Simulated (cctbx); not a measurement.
# ReSnPb with cctbx, script by script

Library: cctbx 2025.11. The data are simulated by the first script.

## 1. Simulate the data

run.py:

```python
from cctbx import adptbx, crystal, miller, sgtbx, xray
from cctbx.array_family import flex
from iotbx.shelx import hklf
from scitbx import matrix
import scitbx.random

cs = crystal.symmetry(unit_cell=(3.838, 3.838, 8.343, 90, 90, 90), space_group_symbol='Hall: P 4ab 2ab -1ab')  # P4/nmm
atoms = [  # label, site, U (iso, or U11 U22 U33 U12 U13 U23 in A^2), occupancy
    ("Pb1", (0.5, 0, 0.7624), 0.0096, 1),
    ("Re1", (0.5, 0, 0.3808), 0.0091, 1),
    ("Sn1", (0.5, 0.5, 0), 0.0107, 1),
]
xs = xray.structure(crystal_symmetry=cs)
for label, site, u, occ in atoms:
    u = adptbx.u_cif_as_u_star(cs.unit_cell(), u) if isinstance(u, tuple) else u
    xs.add_scatterer(xray.scatterer(label, site=site, u=u, occupancy=occ))
xs.set_inelastic_form_factors(1.54184, "sasaki")
xs.show_summary()
p1 = xs.expand_to_p1()
ms = miller.build_set(p1, anomalous_flag=True, d_min=0.83)
flex.set_random_seed(467142)
scitbx.random.set_random_seed(467142)
ms = ms.select(flex.random_double(ms.size()) < 0.7)
i = ms.structure_factors_from_scatterers(p1, algorithm="direct").f_calc().as_intensity_array().data()
i = i * 20000 / flex.max(i)
sig = flex.sqrt(i + flex.pow2(0.02 * i) + 2 ** 2)
noise = scitbx.random.variate(scitbx.random.normal_distribution())(i.size())
data = ms.array(data=i + sig * noise, sigmas=sig).set_observation_type_xray_intensity()
with open("data.hkl", "w") as f:
    data.export_as_shelx_hklf(f)
print("reflections written:", data.size(), " <I/sigma> = %.1f" % flex.mean(data.data() / data.sigmas()))
for h, a, b in list(data.sort("data"))[:12]:
    print("%4d%4d%4d %9.1f %7.1f" % (h + (a, b)))
```

```console
$ python run.py
```

```text
Number of scatterers: 3
At special positions: 3
Unit cell: (3.838, 3.838, 8.343, 90, 90, 90)
Space group: P 4/n m m :1 (No. 129)
reflections written: 655  <I/sigma> = 23.5
   2   0   0   20196.4   424.3
  -2   0   0   19732.6   424.3
   2   2   0   13696.1   295.0
  -2   2   0   13633.0   295.0
  -2  -2   0   12919.8   295.0
  -1   0  -3   10626.7   225.1
  -1   0   3   10475.0   225.1
   0  -1  -3   10156.5   225.1
   0  -1   3   10042.4   225.1
   0   1   3    9864.1   225.1
   1   0   3    9605.0   225.1
   1   1   2    8891.3   196.5
```

It took 0.22 s on 1 thread of Arm Neoverse V2, on a shared host, peak memory 0.07 GiB.

## 2. Symmetry

run.py:

```python
from cctbx import crystal, sgtbx, statistics
from cctbx.array_family import flex
from iotbx.shelx import hklf

p1 = crystal.symmetry(unit_cell=(3.838, 3.838, 8.343, 90, 90, 90), space_group_symbol="P 1")
raw = hklf.reader(file_name="data.hkl").as_miller_arrays(crystal_symmetry=p1, anomalous=True)[0]
print(raw.size(), "reflections to d = %.3f A" % raw.d_min())
isig = raw.data() / raw.sigmas()
print("centring   violations  <I/sigma> of those")
best = "P"
for c in "ABCIRF":
    a = raw.customized_copy(space_group_info=sgtbx.space_group_info("Hall: %s 1" % c)).sys_absent_flags().data()
    m = flex.mean(isig.select(a))
    print("%5s %10d of %5d %8.1f" % (c, (isig.select(a) > 4).count(True), a.count(True), m))
    if (isig.select(a) > 4).count(True) < 0.01 * a.count(True):
        best = c
raw = raw.select(~raw.customized_copy(space_group_info=sgtbx.space_group_info("Hall: %s 1" % best)).sys_absent_flags().data())
isig = raw.data() / raw.sigmas()
rows = []
for s in sgtbx.space_group_symbol_iterator():
    g = sgtbx.space_group(s)
    if g.conventional_centring_type_symbol() != best or not g.is_compatible_unit_cell(p1.unit_cell(), 1e-3, 0.02):
        continue
    rows.append((s, g))
print("Laue class    unique    Rint  (classes that these axes allow; Friedel mates merged)")
rint = {}
for s, g in rows:
    laue = g.build_derived_patterson_group()
    key = laue.type().hall_symbol()
    if key not in rint:
        m = raw.customized_copy(space_group_info=laue.info(), anomalous_flag=False).merge_equivalents()
        rint[key] = m.r_int()
        print("%-14s %6d %7.3f" % (laue.type().lookup_symbol(), m.array().size(), m.r_int()))
floor = min(rint.values())
good = [(s, g) for s, g in rows if rint[g.build_derived_patterson_group().type().hall_symbol()] < 2 * floor + 0.03]
top = max(g.build_derived_patterson_group().order_z() for s, g in good)
print("space group    extra absences  I>4sigma  <I/sigma>")
for s, g in good:
    laue = g.build_derived_patterson_group()
    if laue.order_z() != top:
        continue
    a = raw.customized_copy(space_group_info=g.info()).sys_absent_flags().data()
    a &= ~raw.customized_copy(space_group_info=laue.info()).sys_absent_flags().data()
    bad = (isig.select(a) > 4).count(True)
    if bad <= 0.03 * a.count(True):
        print("%-16s %8d %10d %9s  %s" % (s.universal_hermann_mauguin(), a.count(True), bad, "%.1f" % flex.mean(isig.select(a)) if a.count(True) else "-", "centric" if g.is_centric() else "acentric"))
laue = max(good, key=lambda t: t[1].build_derived_patterson_group().order_z())[1].build_derived_patterson_group()
f = raw.customized_copy(space_group_info=laue.info(), anomalous_flag=False).merge_equivalents().array().eliminate_sys_absent().f_sq_as_f()
f.set_observation_type_xray_amplitude()
bins = max(3, min(8, f.size() // 12))
f.setup_binner(n_bins=bins)
w = statistics.wilson_plot(f, {e: n / laue.order_z() for e, n in {'Pb': 2.0, 'Re': 2.0, 'Sn': 2.0}.items()}, e_statistics=True)
print("Wilson B = %.2f A^2   <|E^2-1|> = %.3f (0.968 centric, 0.736 acentric)   E^2>4: %.1f %%" % (w.wilson_b, w.mean_e_sq_minus_1, w.percent_e_sq_gt_2))
print("shell (A)         n   <I/sigma>")
m = raw.customized_copy(space_group_info=laue.info(), anomalous_flag=False).merge_equivalents().array().eliminate_sys_absent()
for b in m.setup_binner(n_bins=bins).range_used():
    sel = m.binner().selection(b)
    print("%5.2f - %4.2f %6d %8.1f" % (min(m.binner().bin_d_range(b)[0] if m.binner().bin_d_range(b)[0] > 0 else 99, 99), m.binner().bin_d_range(b)[1], sel.count(True), flex.mean((m.data() / m.sigmas()).select(sel))))
```

```console
$ python run.py
```

```text
655 reflections to d = 0.832 A
centring   violations  <I/sigma> of those
    A        296 of   344     23.3
    B        276 of   321     23.6
    C        284 of   315     21.6
    I        289 of   336     19.4
    R        394 of   441     23.2
    F        428 of   490     22.9
Laue class    unique    Rint  (classes that these axes allow; Friedel mates merged)
P -1              423   0.016
P 1 2/m 1         261   0.018
P 1 1 2/m         242   0.018
P 2/m 1 1         260   0.018
P m m m           160   0.019
P 4/m             128   0.020
P 4/m m m          96   0.021
space group    extra absences  I>4sigma  <I/sigma>
P 4 2 2                 0          0         -  acentric
P 4 21 2                3          0       0.2  acentric
P 4 m m                 0          0         -  acentric
P -4 2 m                0          0         -  acentric
P -4 21 m               3          0       0.2  acentric
P -4 m 2                0          0         -  acentric
P 4/m m m               0          0         -  centric
P 4/n m m :1           15          0       0.1  centric
P 4/n m m :2           15          0       0.1  centric
Wilson B = 0.89 A^2   <|E^2-1|> = 0.787 (0.968 centric, 0.736 acentric)   E^2>4: 0.0 %
shell (A)         n   <I/sigma>
 8.34 - 1.66     19     40.7
 1.66 - 1.32     11     70.0
 1.32 - 1.15     12     82.1
 1.15 - 1.05     11     45.4
 1.05 - 0.97      9     64.1
 0.97 - 0.92     10     34.0
 0.92 - 0.87     14     68.8
 0.87 - 0.83     10     44.5
```

Time: 0.33 s.

## 3. Patterson map

run.py:

```python
from cctbx import crystal, maptbx
from iotbx.shelx import hklf

cs = crystal.symmetry(unit_cell=(3.838, 3.838, 8.343, 90, 90, 90), space_group_symbol='Hall: P 4ab 2ab -1ab')  # P4/nmm
raw = hklf.reader(file_name="data.hkl").as_miller_arrays(crystal_symmetry=cs, anomalous=True)[0]
merged = raw.eliminate_sys_absent().merge_equivalents()
fo2 = merged.array().set_observation_type_xray_intensity()
f = fo2.average_bijvoet_mates().f_sq_as_f()
pm = f.patterson_map(symmetry_flags=maptbx.use_space_group_symmetry, sharpening=False, resolution_factor=0.25)
peaks = pm.peak_search(parameters=maptbx.peak_search_parameters(min_distance_sym_equiv=0.4, max_clusters=14)).all()
top = peaks.heights()[0]
print("Patterson group", f.patterson_symmetry().space_group_info())
print("      u       v       w   height  length (A)")
for x, h in zip(peaks.sites(), peaks.heights()):
    y = [t - round(t) for t in x]
    print("%7.3f %7.3f %7.3f %8.1f %8.2f" % (x + (1000 * h / top, cs.unit_cell().length(y))))
```

```console
$ python run.py
```

```text
Patterson group P 4/m m m
      u       v       w   height  length (A)
  0.000   0.000   0.000   1000.0     0.00
  0.500   0.500   0.147    418.2     2.98
  0.000   0.000   0.381    397.0     3.18
  0.500   0.500   0.500    373.7     4.98
  0.000   0.500   0.236    280.5     2.75
  0.000   0.500   0.381    246.0     3.71
  0.500   0.500   0.000    173.1     2.71
  0.000   0.000   0.151     17.0     1.26
  0.000   0.309   0.000     11.0     1.19
  0.000   0.500   0.080     10.0     2.03
  0.225   0.500   0.000      9.2     2.10
  0.276   0.500   0.379      7.4     3.85
  0.221   0.350   0.174      7.0     2.15
  0.350   0.350   0.089      6.2     2.04
```

Time: 0.23 s.

## 4. Charge flipping

run.py:

```python
import itertools
from cctbx import crystal, maptbx
from cctbx.array_family import flex
from iotbx.shelx import hklf
from smtbx.ab_initio import charge_flipping as cf

cs = crystal.symmetry(unit_cell=(3.838, 3.838, 8.343, 90, 90, 90), space_group_symbol='Hall: P 4ab 2ab -1ab')  # P4/nmm
raw = hklf.reader(file_name="data.hkl").as_miller_arrays(crystal_symmetry=cs, anomalous=True)[0]
merged = raw.eliminate_sys_absent().merge_equivalents()
fo2 = merged.array().set_observation_type_xray_intensity()
f = fo2.average_bijvoet_mates().f_sq_as_f().resolution_filter(d_min=0.83)
p1 = f.expand_to_p1()
work = p1
flex.set_random_seed(77344)
it = cf.weak_reflection_improved_iterator(delta=None, weak_reflection_fraction=0.2)
it.start(work, phases=flex.random_double(p1.size()) * 6.2832, f_000=0)
it.delta = 1.2 * it.rho_map.sigma()
print("cycle      R  skewness")
for n, st in enumerate(itertools.islice(it, 100)):
    if n % 8 == 0:
        print("%5d %6.3f %8.2f" % (n, st.r1_factor(), st.rho_map.skewness()))
rho = p1.phase_transfer(it.f_calc).fft_map().apply_volume_scaling()
polish = cf.low_density_elimination_iterator(constant_rho_c=rho.sigma())
polish.start(f_obs=p1, phases=it.f_calc, f_000=0)
for _ in range(8):
    next(polish)
print("origin shift          correlation  skewness")
maps = []
for fc, shift, cc in itertools.islice(cf.f_calc_symmetrisations(f, polish.f_calc, 0), 4):
    m = f.phase_transfer(fc).fft_map(symmetry_flags=maptbx.use_space_group_symmetry, resolution_factor=0.25).apply_sigma_scaling()
    maps.append((m.skewness(), cc, m))
    print("%6.3f %6.3f %6.3f %10.3f %9.2f" % (tuple(shift) + (cc, m.skewness())))
skew, cc, m = max((t for t in maps if t[1] > maps[0][1] - 0.04), key=lambda t: t[0])
print("taken: symmetry correlation %.3f, skewness %.2f" % (cc, skew))
peaks = m.peak_search(parameters=maptbx.peak_search_parameters(min_distance_sym_equiv=0.9, max_clusters=8)).all()
sps = cs.special_position_settings(min_distance_sym_equiv=0.5)
print("peak      x       y       z  mult  height/sigma")
for k, (x, h) in enumerate(zip(peaks.sites(), peaks.heights())):
    ss = sps.site_symmetry(x)
    print("Q%-3d %7.4f %7.4f %7.4f %4d %8.1f" % ((k + 1,) + tuple(t % 1 for t in ss.exact_site()) + (ss.multiplicity(), h)))
```

```console
$ python run.py
```

```text
cycle      R  skewness
    0  0.628     0.22
    8  0.482     2.44
   16  0.415     2.78
   24  0.330     3.02
   32  0.315     3.61
   40  0.242     3.71
   48  0.230     3.54
   56  0.240     3.59
   64  0.261     3.50
   72  0.252     3.64
   80  0.239     3.48
   88  0.249     3.59
   96  0.234     3.47
origin shift          correlation  skewness
 0.392  0.059  0.365      0.890      4.07
 0.384  0.057  0.182      0.830      4.02
 0.386  0.563  0.461      0.827      2.02
 0.331  0.034  0.082      0.821      3.86
taken: symmetry correlation 0.890, skewness 4.07
peak      x       y       z  mult  height/sigma
Q1    0.0000  0.5000  0.5243    2     11.3
Q2    0.0000  0.5000  0.9308    2     10.8
Q3    0.0000  0.5000  0.3253    2      8.4
Q4    0.0000  0.0000  0.2804    4      4.7
Q5    0.0000  0.0000  0.0745    4      2.2
Q6    0.0000  0.5000  0.6660    2      2.0
Q7    0.0000  0.5000  0.1878    2      1.4
Q8    0.1440  0.3560  0.4175    8      0.9
```

Time: 0.3 s.

## 5. Refinement (model from the peaks)

run.py:

```python
import math
from cctbx import adptbx, crystal, maptbx, sgtbx, xray
from cctbx.array_family import flex
from cctbx.xray import observations
from iotbx.shelx import hklf
from scitbx.lstbx import normal_eqns_solving
from smtbx import absolute_structure, utils
from smtbx.refinement import constraints, least_squares

cs = crystal.symmetry(unit_cell=(3.838, 3.838, 8.343, 90, 90, 90), space_group_symbol='Hall: P 4ab 2ab -1ab')  # P4/nmm
atoms = [  # label, site, U (iso, or U11 U22 U33 U12 U13 U23 in A^2), occupancy
    ("Sn1", (0, 0.5, 0.5243), 0.0200, 1),
    ("Pb1", (0, 0.5, 0.9308), 0.0200, 1),
    ("Re1", (0, 0.5, 0.3253), 0.0200, 1),
]
xs = xray.structure(crystal_symmetry=cs)
for label, site, u, occ in atoms:
    u = adptbx.u_cif_as_u_star(cs.unit_cell(), u) if isinstance(u, tuple) else u
    xs.add_scatterer(xray.scatterer(label, site=site, u=u, occupancy=occ))
xs.set_inelastic_form_factors(1.54184, "sasaki")
raw = hklf.reader(file_name="data.hkl").as_miller_arrays(crystal_symmetry=cs, anomalous=True)[0]
merged = raw.eliminate_sys_absent().merge_equivalents()
fo2 = merged.array().set_observation_type_xray_intensity()
print("Rint %.3f, %d unique reflections to %.2f A" % (merged.r_int(), fo2.size(), fo2.d_min()))
for sc in xs.scatterers():
    sc.flags.set_grad_site(True)
    sc.flags.set_grad_u_aniso(sc.flags.use_u_aniso())
    sc.flags.set_grad_u_iso(sc.flags.use_u_iso())
obs = fo2.as_xray_observations()
extra = {}
rep = constraints.reparametrisation(xs, [], utils.connectivity_table(xs), **extra)
ls = least_squares.crystallographic_ls(obs, rep, weighting_scheme=least_squares.mainstream_shelx_weighting(a=0, b=0))
print("cycle     R1     wR2    GooF  max shift (A)")
for cycle in range(6):
    ls.build_up()
    r1, wr2, goof = ls.r1_factor(cutoff_factor=2)[0], ls.wR2(), ls.goof()
    old = xs.sites_cart()
    normal_eqns_solving.levenberg_marquardt_iterations(ls, n_max_iterations=3, tau=0.0001, step_threshold=1e-7)
    big = flex.max((xs.sites_cart() - old).norms())
    print("%4d %7.4f %7.4f %7.3f %9.5f" % (cycle + 1, r1, wr2, goof, big))
    ls.build_up(objective_only=True)
    if abs(ls.wR2() - wr2) < 5e-5 and big < 5e-4:
        break
ls.build_up()
print("final R1 %.4f wR2 %.4f GooF %.3f  parameters %d  data/parameter %.1f" % (ls.r1_factor(cutoff_factor=2)[0], ls.wR2(), ls.goof(), ls.n_parameters, fo2.size() / ls.n_parameters))
cov = ls.covariance_matrix_and_annotations()
su = dict(zip(cov.annotations, (math.sqrt(max(v, 0)) for v in cov.matrix.matrix_packed_u_diagonal())))
a2 = cs.unit_cell().reciprocal_parameters()[0] ** -2
print("atom        x        y        z      Ueq    occ   su(xyz)  su(Uiso or U11)")
for sc in xs.scatterers():
    s = max(su.get(sc.label + k, 0) for k in (".x", ".y", ".z"))
    npd = "" if sc.is_positive_definite_u(cs.unit_cell()) else "  NPD"
    print("%-5s %8.5f %8.5f %8.5f %8.4f %6.3f %8.5f %7.4f%s" % ((sc.label,) + sc.site + (sc.u_iso_or_equiv(cs.unit_cell()), sc.occupancy, s, su.get(sc.label + ".uiso", su.get(sc.label + ".u11", 0) * a2), npd)))
fo = fo2.f_sq_as_f()
fc = fo.structure_factors_from_scatterers(xs, algorithm="direct").f_calc()
diff = fo.f_obs_minus_f_calc(1 / math.sqrt(ls.scale_factor()), fc).average_bijvoet_mates()
m = diff.fft_map(symmetry_flags=maptbx.use_space_group_symmetry, resolution_factor=0.25).apply_volume_scaling()
print("difference map: max %.2f min %.2f rms %.2f" % (m.statistics().max(), m.statistics().min(), m.statistics().sigma()))
peaks = m.peak_search(parameters=maptbx.peak_search_parameters(min_distance_sym_equiv=0.6, max_clusters=5)).all()
near = xs.closest_distances(peaks.sites(), distance_cutoff=4)
sps = cs.special_position_settings(min_distance_sym_equiv=0.5)
for k, (x, h) in enumerate(zip(peaks.sites(), peaks.heights())):
    ss = sps.site_symmetry(x)
    print("Q%-3d %7.4f %7.4f %7.4f %4d %7.2f  %.2f A from %s" % ((k + 1,) + tuple(t % 1 for t in ss.exact_site()) + (ss.multiplicity(), h, near.smallest_distances[k], xs.scatterers()[near.i_seqs[k]].label)))
```

```console
$ python run.py
```

```text
Rint 0.021, 92 unique reflections to 0.83 A
cycle     R1     wR2    GooF  max shift (A)
   1  0.5535  0.8298  59.402   0.26215
   2  0.4756  0.7446  53.302   0.01483
   3  0.4657  0.7339  52.534   0.00109
   4  0.4644  0.7330  52.467   0.00118
   5  0.4641  0.7328  52.455   0.00111
   6  0.4639  0.7327  52.449   0.00081
final R1 0.4649 wR2 0.7335 GooF 52.502  parameters 6  data/parameter 15.3
atom        x        y        z      Ueq    occ   su(xyz)  su(Uiso or U11)
Sn1    0.00000  0.50000  0.55752   0.0001  1.000  0.00468  0.0096
Pb1    0.00000  0.50000  0.92889   0.0001  1.000  0.00230  0.0082
Re1    0.00000  0.50000  0.31577   0.0148  1.000  0.00511  0.0107
difference map: max 180.66 min -95.56 rms 17.49
Q1    0.0000  0.5000  0.9191    2  185.15  0.08 A from Pb1
Q2    0.0000  0.0000  0.3054    4  148.54  1.92 A from Re1
Q3    0.0000  0.0000  0.1534    4   58.05  2.04 A from Pb1
Q4    0.0000  0.5000  0.3704    2   49.76  0.46 A from Re1
Q5    0.0000  0.5000  0.0847    2   49.10  1.30 A from Pb1
```

Time: 0.55 s.

Figures of merit this high mean that the model is still wrong or incomplete.

## 6. Charge flipping

run.py, as its changes from the last script of this kind:

```diff
@@ -13,2 +13,3 @@
-work = p1
-flex.set_random_seed(77344)
+p1.setup_binner_counting_sorted(reflections_per_bin=max(40, p1.size() // 12))
+work = p1.array(data=p1.data() / p1.amplitude_quasi_normalisations().data())
+flex.set_random_seed(77345)
@@ -19,2 +20,2 @@
-for n, st in enumerate(itertools.islice(it, 100)):
-    if n % 8 == 0:
+for n, st in enumerate(itertools.islice(it, 200)):
+    if n % 16 == 0:
```

```console
$ python run.py
```

```text
cycle      R  skewness
    0  0.540     0.22
   16  0.484     1.76
   32  0.466     2.03
   48  0.488     2.00
   64  0.465     2.15
   80  0.506     1.75
   96  0.452     2.52
  112  0.443     2.23
  128  0.446     2.76
  144  0.443     2.72
  160  0.454     2.26
  176  0.456     2.73
  192  0.441     2.45
origin shift          correlation  skewness
 0.436 -0.006  0.314      0.824      0.95
 1.273 -0.386  0.300      0.820      2.44
 0.275  0.616 -0.003      0.850      2.32
 0.014  0.376  0.311      0.806      1.08
taken: symmetry correlation 0.820, skewness 2.44
peak      x       y       z  mult  height/sigma
Q1    0.0000  0.5000  0.0649    2      9.4
Q2    0.0000  0.5000  0.4248    2      8.7
Q3    0.0000  0.5000  0.9284    2      3.0
Q4    0.0000  0.5000  0.6887    2      3.0
Q5    0.0000  0.1311  0.3089    8      2.3
Q6    0.0000  0.0000  0.1860    4      1.9
Q7    0.0000  0.5000  0.3064    2      1.6
Q8    0.2335  0.2665  0.2049    8      1.4
```

Run time: 0.31 s on 1 thread of Arm Neoverse V2, with other jobs on the host, peak memory 0.07 GiB.

[Logs are printed without paths, hosts, clocks, repeated set-up lines and the standing remarks that a program may print on its own settings, such as how far it seeks lower states.]
